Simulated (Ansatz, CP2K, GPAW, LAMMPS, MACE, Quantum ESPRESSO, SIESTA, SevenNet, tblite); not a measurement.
**Other levels on amorphous Si0.9Ge0.1 (94 atoms)**

Density of this cell: 2.65 g/cm³. The cell holds 94 atoms: 85 Si and 9 Ge. Its edges and angles: a = 12.402 Å, b = 12.402 Å, c = 12.402 Å, α = 90.0°, β = 90.0°, γ = 90.0°. 94 atoms (85 Si, 9 Ge) placed at random at 2.65 g/cm³, melted at 3500 K for 10 ps at fixed volume with the Tersoff potential (Tersoff, Phys. Rev. B 39, 5566 (1989)). Quenched from 3500 K to 700 K at 3 K/ps and fixed volume, held 5 ps.

Geometry: as built.

The reference, a calculation:

```
method                 : Kohn-Sham DFT, PBE, SSSP efficiency 1.3.0 pseudopotentials, plane waves (Quantum ESPRESSO 7.5); sssp-pbe-1.3.0-efficiency, cutoffs 45/360 Ry, Γ point
r.m.s. force component : 0.7531 eV/Å
longest force          : 2.572 eV/Å
pressure               : 1.742 GPa
time                   : 4 min on 4 MPI ranks of Arm Neoverse V2, shared host
CPU time               : 16 min
```

Runs, in no order:
A. GPAW PBE, LCAO szp(dzp), h 0.2 Å: Kohn-Sham DFT, PBE, PAW, atomic orbitals (szp(dzp))
B. SIESTA PBE, SZP, shift 0.01 Ry, mesh 300 Ry: Kohn-Sham DFT, PBE, PseudoDojo 0.4.1 norm-conserving pseudopotentials (converted to PSML), numerical atomic orbitals (SZP), diagonalisation
C. QE PBE, sssp-1.3.0-efficiency, 45/360 Ry, paro: Kohn-Sham DFT, PBE, SSSP efficiency 1.3.0 pseudopotentials, plane waves
D. CP2K PBE, DZVP-MOLOPT-SR, 350/20 Ry, diagonalisation: Kohn-Sham DFT, PBE, GTH-PBE pseudopotentials, Gaussian and plane waves, DZVP-MOLOPT-SR-GTH, diagonalisation
E. SIESTA PBE, DZP, shift 0.01 Ry, mesh 300 Ry: Kohn-Sham DFT, PBE, PseudoDojo 0.4.1 norm-conserving pseudopotentials (converted to PSML), numerical atomic orbitals (DZP), diagonalisation

**Question.** Rank the runs by how far their forces lie from the reference's, least first.

C, D, E, A, B.

| run | Δ force, r.m.s. (meV/Å) | share of r.m.s. force (%) | CPU time |
| --- | --- | --- | --- |
| C. QE PBE, sssp-1.3.0-efficiency, 45/360 Ry, paro | 1.11 | 0.147 | 23 min |
| D. CP2K PBE, DZVP-MOLOPT-SR, 350/20 Ry, diagonalisation | 37.0 | 4.92 | 2.4 min |
| E. SIESTA PBE, DZP, shift 0.01 Ry, mesh 300 Ry | 63.3 | 8.40 | 9.9 min |
| A. GPAW PBE, LCAO szp(dzp), h 0.2 Å | 149 | 19.7 | 4.7 min |
| B. SIESTA PBE, SZP, shift 0.01 Ry, mesh 300 Ry | 262 | 34.7 | 6.9 min |

The network of bonds at the start is that of the classical potential that made the cell, and needn't be the one that DFT or experiment would give. The electronic-structure runs sample only Γ, in a cell whose shortest periodic width is 12 Å, which is coarse for a cell with partly filled levels.

[Logs are printed without paths, hosts, clocks, repeated set-up lines and the standing remarks that a program may print on its own settings, such as how far it seeks lower states.]

[Hosts, paths, dates, database ids (printed as entryN), source tags and the programs' standing remarks are cut or masked in the printed files.]
